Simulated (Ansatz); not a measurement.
## NaMgI3 (built on the sites of a database entry of CsMgF3): from the cell to its phonons

The cell of NaMgI3 (built on the sites of a database entry of CsMgF3) is at rest. What are its phonons? After the zone centre comes a 2×2×2 q mesh on a 4×4×4 k mesh.

Program: Ansatz 0.2.0. Level of theory: DFT r2SCAN, scalar-relativistic, plane waves, PAW. Results are calculated unless marked as measured.

The structure was built from a prototype and need not be the compound's stable phase.

## (1) The starting structure

The structure is cubic, space group Pm-3m (No. 221). The conventional cell has a = 5.788 Å, b = 5.788 Å, c = 5.788 Å, α = 90.00°, β = 90.00°, γ = 90.00°. Nearest to Na lie 12 I at 4.09 Å. Mg has 6 I at 2.89 Å nearest. Nearest to I lie 2 Mg at 2.89 Å. Farther neighbours and most contacts between anions are not listed.

## (2) Linear response at the zone centre

The cell comes from relaxations at this level that are not shown. The zone centre comes first: it holds the modes that light can see, as far as symmetry allows. The response to a homogeneous field gives the Born charges and the dielectric tensor.

File input.yaml:

```yaml
crystal:
  lattice:
    - [5.7884207145, 0.0, 0.0]
    - [0.0, 5.7884207145, 0.0]
    - [0.0, 0.0, 5.7884207145]
  atoms:
    - { symbol: Na, position: [0.0, 0.0, 0.0] }
    - { symbol: Mg, position: [0.5, 0.5, 0.5] }
    - { symbol: I, position: [0.0, 0.5, 0.5] }
    - { symbol: I, position: [0.5, 0.0, 0.5] }
    - { symbol: I, position: [0.5, 0.5, 0.0] }
kpoints:
  mp_grid: { grid: [4, 4, 4] }
hamiltonian:
  xc: r2scan
scf:
  occupations: { method: fixed }
output:
  eigenvalues: true
phonons:
  method: dfpt
  dielectric: true
  rigid_motions: translations
```

Run with:

```sh
> ansatz run input.yaml --threads 8 --pin off --max-ram 14336MiB --backend cpu --events-out ev --progress --plain --runs-dir out
```

Numbers of over 12 decimals in the logs are rounded to 6 here.

What it wrote:

```text
Engine: ansatz 0.2.0, aarch64-unknown-linux-gnu
Pseudopotentials: kind: paw
Pseudopotential: Na, paw, valence charge 9, recommended cutoff 500 eV (meta_gga), Na.paw.azcp
Pseudopotential: Mg, paw, valence charge 10, recommended cutoff 500 eV (meta_gga), Mg.paw.azcp
Pseudopotential: I, paw, valence charge 17, recommended cutoff 500 eV (meta_gga), I.paw.azcp
Functional definition: r2SCAN
  parameter k0 = 0.174
  parameter k1 = 0.065
  parameter a1 = 4.9479
  exchange = r2scan_x(k0 = k0, k1 = k1, a1 = a1)
  correlation = r2scan_c
Crystal: 5 atoms, lattice volume = 193.946 Å³
Basis set: ecut = 500 eV, 4945 PW (Γ), exchange–correlation on 360×360×360 points (512 copies of the dense FFT grid, shifted against one another)
Bands: 42, of which v1, the nominal top of the filled ones, is band 35 counted from 1 (34 counted from 0)
Symmetry: 48 space group operations
k-points: 30 of 64 (irreducible under 2 space group operations, time reversal used)
Non-local potential: Na, projectors of the file, l = 0: 3, l = 1: 2, l = 2: 1
Non-local potential: Mg, projectors of the file, l = 0: 3, l = 1: 2, l = 2: 1
Non-local potential: I, projectors of the file, l = 0: 2, l = 1: 2, l = 2: 2, l = 3: 2
PAW form: soft (Blöchl's): semilocal exchange-correlation on the pseudo side does not see the compensation charge
PAW frozen core: Na, regenerated for the run's functional (the file was generated under x = pbe(κ = 0.804, μ = 0.219515), c = pbe(β = 0.066725))
PAW frozen core: Mg, regenerated for the run's functional (the file was generated under x = pbe(κ = 0.804, μ = 0.219515), c = pbe(β = 0.066725))
PAW frozen core: I, regenerated for the run's functional (the file was generated under x = pbe(κ = 0.804, μ = 0.219515), c = pbe(β = 0.066725))
PAW one-centre angular grid: Na, 302 points (default); XC on 339 of its mesh's 2595 points in the sphere
PAW one-centre angular grid: Mg, 302 points (default); XC on 224 Gauss nodes
PAW one-centre angular grid: I, 590 points (default); XC on 160 Gauss nodes
Initial density: superposition of atomic densities (neutral atoms: chi_scale 0, normalization atom), corrected by the library's trained network
Initial wavefunctions: pseudopotential atomic-orbital guess
Functional: x = r2scan, c = r2scan; τ floored in thin density (d = 2e-4 eV/Å³)
SCF iter   1: F=—  HF=-26004.620491 eV  |F-HF|=—  |Δ(HF+E_count)|=         —  Δρ=4.33e-3  dr2=2.25e-2  dr2_τ=2.33e-3  ethr=1.77e-3  ⟨swp⟩=5.9  Hψ=4279  notcnv=0  defer=136
preconditioner: auto → Resta (q_TF=auto, 2.302 Å⁻¹)  ε∞=2.7  [insulator: Δε(μ)=1.806 eV  Ē_g=10.062 eV  n_scr=32 (ndim 8)  ℏωp=13.1 eV  f_vac=0.213  ε∞_Penn≈2.7]
SCF iter   2: F=—  HF=-26004.651723 eV  |F-HF|=—  |Δ(HF+E_count)|=   3.12e-2  Δρ=1.66e-3  dr2=5.45e-3  dr2_τ=2.95e-4  ethr=3.21e-5  ⟨swp⟩=3.0  Hψ=2697  notcnv=0  defer=142
SCF iter   3: F=—  HF=-26004.651829 eV  |F-HF|=—  |Δ(HF+E_count)|=   1.06e-4  Δρ=4.74e-4  dr2=6.96e-4  dr2_τ=1.45e-5  ethr=7.79e-6  ⟨swp⟩=3.0  Hψ=2688  notcnv=0  defer=144
SCF iter   4: F=—  HF=-26004.651857 eV  |F-HF|=—  |Δ(HF+E_count)|=   2.85e-5  Δρ=7.90e-5  dr2=8.65e-6  dr2_τ=1.43e-7  ethr=9.94e-7  ⟨swp⟩=2.4  Hψ=1626  notcnv=0  defer=142
SCF iter   5: F=—  HF=-26004.651856 eV  |F-HF|=—  |Δ(HF+E_count)|=   9.46e-7  Δρ=1.84e-5  dr2=6.18e-7  dr2_τ=3.44e-8  ethr=1.24e-8  ⟨swp⟩=2.7  Hψ=2285  notcnv=0  defer=138
SCF iter   6: F=—  HF=-26004.651831 eV  |F-HF|=—  |Δ(HF+E_count)|=   2.49e-5  Δρ=3.64e-6  dr2=3.74e-8  dr2_τ=1.89e-9  ethr=8.83e-10  ⟨swp⟩=2.0  Hψ=2253  notcnv=0  defer=137
SCF iter   7: F=—  HF=-26004.651831 eV  |F-HF|=—  |Δ(HF+E_count)|=   1.87e-8  Δρ=8.58e-7  dr2=3.63e-9  dr2_τ=8.09e-11  ethr=5.35e-11  ⟨swp⟩=2.0  Hψ=2099  notcnv=0  defer=137
SCF iter   8: F=-26004.651831 eV  HF=-26004.651831 eV  |F-HF|=3.64e-12  |Δ(HF+E_count)|=   1.17e-9  Δρ=2.21e-7  dr2=9.12e-11  dr2_τ=2.34e-12  ethr=1.00e-12  ⟨swp⟩=16.6  Hψ=9975  notcnv=0
SCF 1 converged in 8 iterations: F = -26004.651831 eV  dr2 = 9.12e-11
  greatest PAW one-centre occupation: 1.000 electrons in one spin orbital (limit 2), on the Na atom at site 0 (counted from 0), in its partial waves of l = 0
DFPT response loops at Γ: preconditioner auto → none (the input reference at scf.mixing.eps_inf says where Resta's filter doesn't serve); β = 0.50; Broyden in place of MSR1
── the response to a field inside a basis, on 4×4×4 k-points: an SCF that follows is theirs, and a resumed run solves both again ──
Bands: 36, of which v1, the nominal top of the filled ones, is band 35 counted from 1 (34 counted from 0)
k-points: 4 of 64
Initial density: handed on by an earlier stage of this run
Initial wavefunctions: pseudopotential atomic-orbital guess (no wavefunctions were taken with the density)
Eigensolver: Dense (4 Hₖ)
SCF iter   1: F=—  HF=-26004.519669 eV  |F-HF|=—  |Δ(HF+E_count)|=         —  Δρ=1.94e-4  dr2=2.13e-5  dr2_τ=1.74e-5  ethr=1.00e-1
preconditioner: auto → Resta (q_TF=auto, 2.302 Å⁻¹)  ε∞=3.7  [insulator: Δε(μ)=2.549 eV  Ē_g=7.905 eV  n_scr=32 (ndim 8)  ℏωp=13.1 eV  f_vac=0.214  ε∞_Penn≈3.7]
SCF iter   2: F=—  HF=-26004.519714 eV  |F-HF|=—  |Δ(HF+E_count)|=   4.50e-5  Δρ=9.67e-5  dr2=7.73e-6  dr2_τ=6.95e-7  ethr=3.04e-8
SCF iter   3: F=—  HF=-26004.519728 eV  |F-HF|=—  |Δ(HF+E_count)|=   1.47e-5  Δρ=1.88e-5  dr2=8.62e-7  dr2_τ=2.10e-8  ethr=1.10e-8
SCF iter   4: F=-26004.519729 eV  HF=-26004.519729 eV  |F-HF|=7.13e-9  |Δ(HF+E_count)|=   3.03e-7  Δρ=2.92e-6  dr2=3.59e-8  dr2_τ=6.77e-10  ethr=1.23e-9
SCF 1 converged in 4 iterations: F = -26004.519729 eV  dr2 = 3.59e-8
DFPT response loops at Γ: mixed as the last ones told, above
WARN: field response: ε∞ stands inside a basis, on 4×4×4 points; the force constants stand on the 4×4×4 k-mesh, whose period is 12.25 times the interband length at k = (0.0000, 0.0000, 0.0000), direct gap 2.392 eV, under 14: take them and everything formed from them as unconverged, and compare with a denser kpoints.mp_grid
SCF converged after 8 iterations
Free energy (F): -26004.651831 eV
Harris-Foulkes:  -26004.651831 eV  (|F-HF|=3.64e-12)
Internal energy: -26004.651831 eV  (E = F + TS)
E sigma→0 (E₀):  -26004.651831 eV
Fermi energy:    3.358530 eV
--- Per-component energies (eV) ---
  E_band       = -1887.157884
  E_kinetic    = 762.277760
  E_local      = -9829.872978  (includes V_loc(G=0)·N_el)
  E_nonlocal   = -59.043006
  E_hartree    = 4552.663905
  E_xc         = -426.300004
  E_vxc        = -513.733881  (∫ρ·V_xc dr)
  E_paw        = -15083.239363  (= ΣΔE_a)
  E_vpaw       = -1384.750616  (= ΣTr[D̂ρ^β])
  E_aug_tail   = -0.000092  (compensation charges beyond the density's cutoff)
  E_vtau       = 32.636864  (kinetic-family band-sum trace: ∫τ·v_τ [+ j·A + Jᵃ·Aᵃ] dr)
  E_ewald      = -5921.304738
  E_core_change = 0.166684  (= ΣΔE_core)
  E_smearing   = -0.000000  (= −TS)
  E_closure    = 0.000000  (closes the sum)
  Σ components = -26004.651831   (vs F -26004.651831, Δ=0.00e0)
--- Band table (eV; the first three rows and the last of 30) ---
  k-point 0: bands = [... 31 lower, 2.4704, 2.7895, 2.7895, 2.7895, 5.1810, 6.4972, 9.2830, 9.2830, ... 3 higher]
  k-point 1: bands = [... 31 lower, 2.2680, 2.3526, 2.6984, 2.6984, 5.9637, 7.2605, 9.2427, 9.4577, ... 3 higher]
  k-point 2: bands = [... 31 lower, 1.9767, 2.2429, 2.6801, 2.6801, 7.3337, 7.8168, 8.5482, 9.6993, ... 3 higher]
  k-point 29: bands = [... 31 lower, 2.2746, 3.3585, 3.3585, 3.3585, 6.5699, 8.4683, 8.4683, 8.4683, ... 3 higher]
--- Phonons (Γ-DFPT): 4 representative perturbations + reference, on 30 of 64 k-points (Σ response iterations 29) ---
  k mesh reduced under 2 symmetry operations, with k and −k counted as one. Each operation leaves every solved perturbation unchanged. A smaller set is not considered because the functional reads the kinetic-energy density
  ASR residual: 2.227e-4 → 0.000e0 eV/Å²; symmetrization residual: 7.793e-6 eV/Å²
  ASR residual per site (eV/Å²): 4.18e-5 2.23e-4 1.86e-4 1.86e-4 1.86e-4
  Γ frequencies (cm⁻¹): -76.25 -76.25 -76.25 0.00 0.00 0.00 17.48 17.48 17.48 61.46 61.46 61.46 162.66 162.66 162.66
  ε∞ (high-frequency dielectric tensor):
        3.517760     0.000000    -0.000000
        0.000000     3.517760     0.000000
       -0.000000     0.000000     3.517760
  softest optical mode at Γ: -76.25 cm⁻¹; the repairs (sum rule, projections) moved no ω² at Γ by more than (1.97 cm⁻¹)²
  Born effective charges Z* (e; rows j = field, columns β = displacement):
    site 0:
         1.41376    0.00000    0.00000
        -0.00000    1.41376    0.00000
         0.00000    0.00000    1.41376
    site 1:
         2.63351   -0.00000    0.00000
        -0.00000    2.63351    0.00000
        -0.00000    0.00000    2.63351
    site 2:
        -2.34925   -0.00000    0.00000
        -0.00000   -0.84900    0.00000
        -0.00000    0.00000   -0.84900
    site 3:
        -0.84900    0.00000    0.00000
         0.00000   -2.34925    0.00000
        -0.00000    0.00000   -0.84900
    site 4:
        -0.84900    0.00000   -0.00000
        -0.00000   -0.84900    0.00000
        -0.00000    0.00000   -2.34925
  Z* charge neutrality: 1.088e-2 e pre-enforcement
  solved inside a basis spanned on kpoints, on 4×4×4 k-points, its susceptibility summed on 8×8×8: ε∞ is read to err by 1.0e-2, Z* by 2.2e-2 e (field_mesh: kpoints solves on kpoints); Z* is corrected for what the basis lacks
  optical modes at Γ without the LO–TO term, one row a degenerate level:
      ω (cm⁻¹)  modes    IR ((D/Å)²/amu)
        -76.25      3             7.7507
         17.48      3             0.0000
         61.46      3             1.8376
        162.66      3            19.9747
  optical modes at Γ + LO–TO along q̂ = [1.0000, 0.0000, 0.0000]:
      ω (cm⁻¹)  modes    IR ((D/Å)²/amu)
        -76.25      2             5.1671
        -43.73      1             0.5196
         17.48      3             0.0000
         61.46      2             1.2251
         72.81      1             0.3413
        162.66      2            13.3165
        227.68      1             8.9934
  optical modes at Γ + LO–TO along q̂ = [0.0000, 1.0000, 0.0000]:
      ω (cm⁻¹)  modes    IR ((D/Å)²/amu)
        -76.25      2             5.1671
        -43.73      1             0.5196
         17.48      3             0.0000
         61.46      2             1.2251
         72.81      1             0.3413
        162.66      2            13.3165
        227.68      1             8.9934
  optical modes at Γ + LO–TO along q̂ = [0.0000, 0.0000, 1.0000]:
      ω (cm⁻¹)  modes    IR ((D/Å)²/amu)
        -76.25      2             5.1671
        -43.73      1             0.5196
         17.48      3             0.0000
         61.46      2             1.2251
         72.81      1             0.3413
        162.66      2            13.3165
        227.68      1             8.9934
```

Elapsed: 2.4 min, on 8 threads of Arm Neoverse V2, shared host; peak memory 11 GiB; 18 min of CPU time.

This step gave:

```
gap on the k-mesh                                       : 1.822 eV
volume per atom                                         : 38.79 Å³
sum-rule residual before enforcement                    : 2.23e-4 eV/Å²
miss of the charge sum rule                             : 0.01088 e
estimated error of the dielectric tensor                : 0.01012
estimated error of the Born charges                     : 0.02244 e
point group                                             : m-3m
highest optical mode at the zone centre (no LO-TO term) : 162.7 cm⁻¹
lowest optical zone-centre mode                         : -76.25 cm⁻¹
mean high-frequency dielectric constant                 : 3.518
largest Born charge (third of the trace)                : 2.634 e
top of the zone-centre spectrum with the field          : 227.7 cm⁻¹
```

Without the LO-TO term. Patterns of degenerate modes are one choice out of their space. Modes at Γ, with each element's share of the kinetic energy (negative means imaginary):

| mode | frequency (cm⁻¹) | symmetry | Na % | Mg % | I % |
| --- | --- | --- | --- | --- | --- |
| 1 | -76.2 | T1u | 92 | 0 | 8 |
| 2 | -76.2 | T1u | 92 | 0 | 8 |
| 3 | -76.2 | T1u | 92 | 0 | 8 |
| 4 | 0.0 | acoustic | 5 | 6 | 89 |
| 5 | 0.0 | acoustic | 5 | 6 | 89 |
| 6 | 0.0 | acoustic | 5 | 6 | 89 |
| 7 | 17.5 | T2u | 0 | 0 | 100 |
| 8 | 17.5 | T2u | 0 | 0 | 100 |
| 9 | 17.5 | T2u | 0 | 0 | 100 |
| 10 | 61.5 | T1u | 3 | 28 | 70 |
| 11 | 61.5 | T1u | 3 | 28 | 70 |
| 12 | 61.5 | T1u | 3 | 28 | 70 |
| 13 | 162.7 | T1u | 0 | 67 | 33 |
| 14 | 162.7 | T1u | 0 | 67 | 33 |
| 15 | 162.7 | T1u | 0 | 67 | 33 |

Displacements in mode 1 (-76.2 cm⁻¹), the largest set to 1:
```
Na1  0.00 -0.08  1.00
Mg2  0.00  0.00  0.03
I3   0.00  0.01 -0.09
I4   0.00  0.00 -0.09
I5   0.00  0.01 -0.01
```

Displacements in mode 13 (162.7 cm⁻¹), the largest set to 1:
```
Na1  0.00  0.00  0.00
Mg2  0.00 -0.12  1.00
I3   0.00 -0.01  0.05
I4   0.00  0.03  0.05
I5   0.00 -0.01 -0.30
```

Optical modes at the zone centre, without and with the macroscopic field of the longitudinal modes; each column is sorted by frequency, so a row need not hold one and the same mode. Modes with and without the field, by row:

| rank among optical modes | no field (cm⁻¹) | q along (1, 0, 0) (cm⁻¹) |
| --- | --- | --- |
| 1 | -76.2 | -76.2 |
| 2 | -76.2 | -76.2 |
| 3 | -76.2 | -43.7 |
| 4 | 17.5 | 17.5 |
| 5 | 17.5 | 17.5 |
| 6 | 17.5 | 17.5 |
| 7 | 61.5 | 61.5 |
| 8 | 61.5 | 61.5 |
| 9 | 61.5 | 72.8 |
| 10 | 162.7 | 162.7 |
| 11 | 162.7 | 162.7 |
| 12 | 162.7 | 227.7 |

Born charge (rows field, columns displacement) (e), principal values of the symmetric part by kind of site:

| atom | atoms with these values | low | middle | high | mean |
| --- | --- | --- | --- | --- | --- |
| Na1 | 1 | 1.41 | 1.41 | 1.41 | 1.41 |
| Mg2 | 1 | 2.63 | 2.63 | 2.63 | 2.63 |
| I3 | 3 | -2.35 | -0.85 | -0.85 | -1.35 |

In full for I3:

```
-2.35  0.00  0.00
 0.00 -0.85  0.00
 0.00  0.00 -0.85
```

High-frequency dielectric tensor:

```
3.52 0.00 0.00
0.00 3.52 0.00
0.00 0.00 3.52
```

Transverse modes; imaginary modes are left out. Infrared lines, with heights relative to the strongest:

| position (cm⁻¹) | label | relative intensity |
| --- | --- | --- |
| 18 | T2u | 0.0 |
| 62 | T1u | 9.2 |
| 163 | T1u | 100 |

Before it was imposed, the acoustic sum rule was missed by 2.2e-4 eV/Å² and the charge sum rule by 0.011 e. Small misses are needed for a sound result but don't prove that mesh and cutoff are converged. The lowest optical mode is imaginary, 76.2i cm⁻¹, so the energy falls along it.

The log warns of the k mesh: “the force constants stand on the 4×4×4 k-mesh, whose period is 12.25 times the interband length at k = (0.0000, 0.0000, 0.0000), direct gap 2.392 eV, under 14: take them and everything formed from them as unconverged”.

(Part 1 of 2 ends here.)

[Logs are printed without paths, hosts, clocks, repeated set-up lines and the standing remarks that a program may print on its own settings, such as how far it seeks lower states.]

[Hosts, paths, dates, database ids (printed as entryN), source tags and the programs' standing remarks are cut or masked in the printed files.]
